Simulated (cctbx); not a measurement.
# A disordered crystal of nominal Lu4Ga6NiSn6

Cell a = 8.7590 Å, b = 8.7590 Å, c = 8.7590 Å, α = 90.00°, β = 90.00°, γ = 90.00°; space group Im-3m (no. 229); nominal formula Lu4Ga6NiSn6.

The data are simulated with cctbx, not measured: Ag Kα, λ = 0.56087 Å, to d = 0.84 Å, 80 % of the full sphere, strongest reflection 5000 counts, noise from counting, a 4 % proportional error and a noise floor of 2 counts (s.d.); no absorption.

With every site full:

```text
Rint 0.053, 80 unique reflections to 0.84 A
cycle     R1     wR2    GooF  max shift (A)
   1  0.1137  0.2444  10.450   0.00332
   2  0.0164  0.0424   1.811   0.00000
final R1 0.0164 wR2 0.0424 GooF 1.811  parameters 8  data/parameter 10.0
atom        x        y        z      Ueq    occ   su(xyz)  su(Uiso or U11)
Lu1    0.25000  0.25000  0.25000   0.0041  1.000  0.00000  0.0003
Sn1    0.25000  0.00000  0.50000   0.0101  1.000  0.00000  0.0007
Ga1    0.70858  0.00000  0.00000   0.0144  1.000  0.00027  0.0011
Ni1    0.00000  0.00000  0.00000   0.0063  1.000  0.00000  0.0011
difference map: max 1.16 min -1.22 rms 0.27
Q1    0.0000  0.0000  0.0000    2    1.16  0.00 A from Ni1
Q2    0.2500  0.2500  0.2500    8    0.89  0.00 A from Lu1
Q3    0.0000  0.0000  0.0754   12    0.87  0.66 A from Ni1
Q4    0.0526  0.0526  0.2184   48    0.70  0.91 A from Ga1
Q5    0.1274  0.1274  0.3685   48    0.60  1.72 A from Ga1
Q6    0.0702  0.2701  0.2701   48    0.51  1.59 A from Lu1
```

With the occupancies of the suspect sites free, each still typed as its main element:

```text
Rint 0.053, 80 unique reflections to 0.84 A
cycle     R1     wR2    GooF  max shift (A)
   1  0.0725  0.1697   7.305   0.00113
   5  0.0105  0.0228   0.983   0.00004
final R1 0.0105 wR2 0.0228 GooF 0.982  parameters 9  data/parameter 8.9
atom        x        y        z      Ueq    occ   su(xyz)  su(Uiso or U11)
Lu1    0.25000  0.25000  0.25000   0.0048  1.000  0.00000  0.0002
Sn1    0.25000  0.00000  0.50000   0.0074  0.941  0.00000  0.0004
Ga1    0.70836  0.00000  0.00000   0.0154  1.000  0.00015  0.0006
Ni1    0.00000  0.00000  0.00000   0.0064  1.000  0.00000  0.0006
su of occupancy Sn1: 0.005
difference map: max 0.73 min -0.98 rms 0.19
Q1    0.0000  0.0000  0.0890   12    0.74  0.78 A from Ni1
Q2    0.0000  0.0000  0.0000    2    0.61  0.00 A from Ni1
Q3    0.0467  0.0467  0.2141   48    0.54  0.89 A from Ga1
Q4    0.0000  0.0000  0.4246   12    0.51  1.16 A from Ga1
Q5    0.1202  0.1202  0.3773   48    0.50  1.67 A from Ga1
Q6    0.0000  0.1528  0.2505   48    0.43  1.39 A from Ga1
```

**Question.** What is the disorder?

X-rays count electrons. Sn1 refines to 0.941(0.005), or 47.0 electrons; the site truly holds 0.94 Sn, 47.0 electrons, which is 0.940 of Sn. A value under 1 can't tell vacancies from a lighter guest, and one over 1 needs a heavier guest; chemistry or a second radiation must settle which. Occupancy correlates with U and the scale, so the match is approximate.

Freeing them takes R1 from 0.0164 to 0.0105 and GooF from 1.81 to 0.98.

The model was made for the exercise: a known structure type with other elements put in, its volume estimated, not relaxed; displacement parameters are assumed.

[Middle refinement cycles are left out of these outputs.]

[Logs are printed without paths, hosts, clocks, repeated set-up lines and the standing remarks that a program may print on its own settings, such as how far it seeks lower states.]
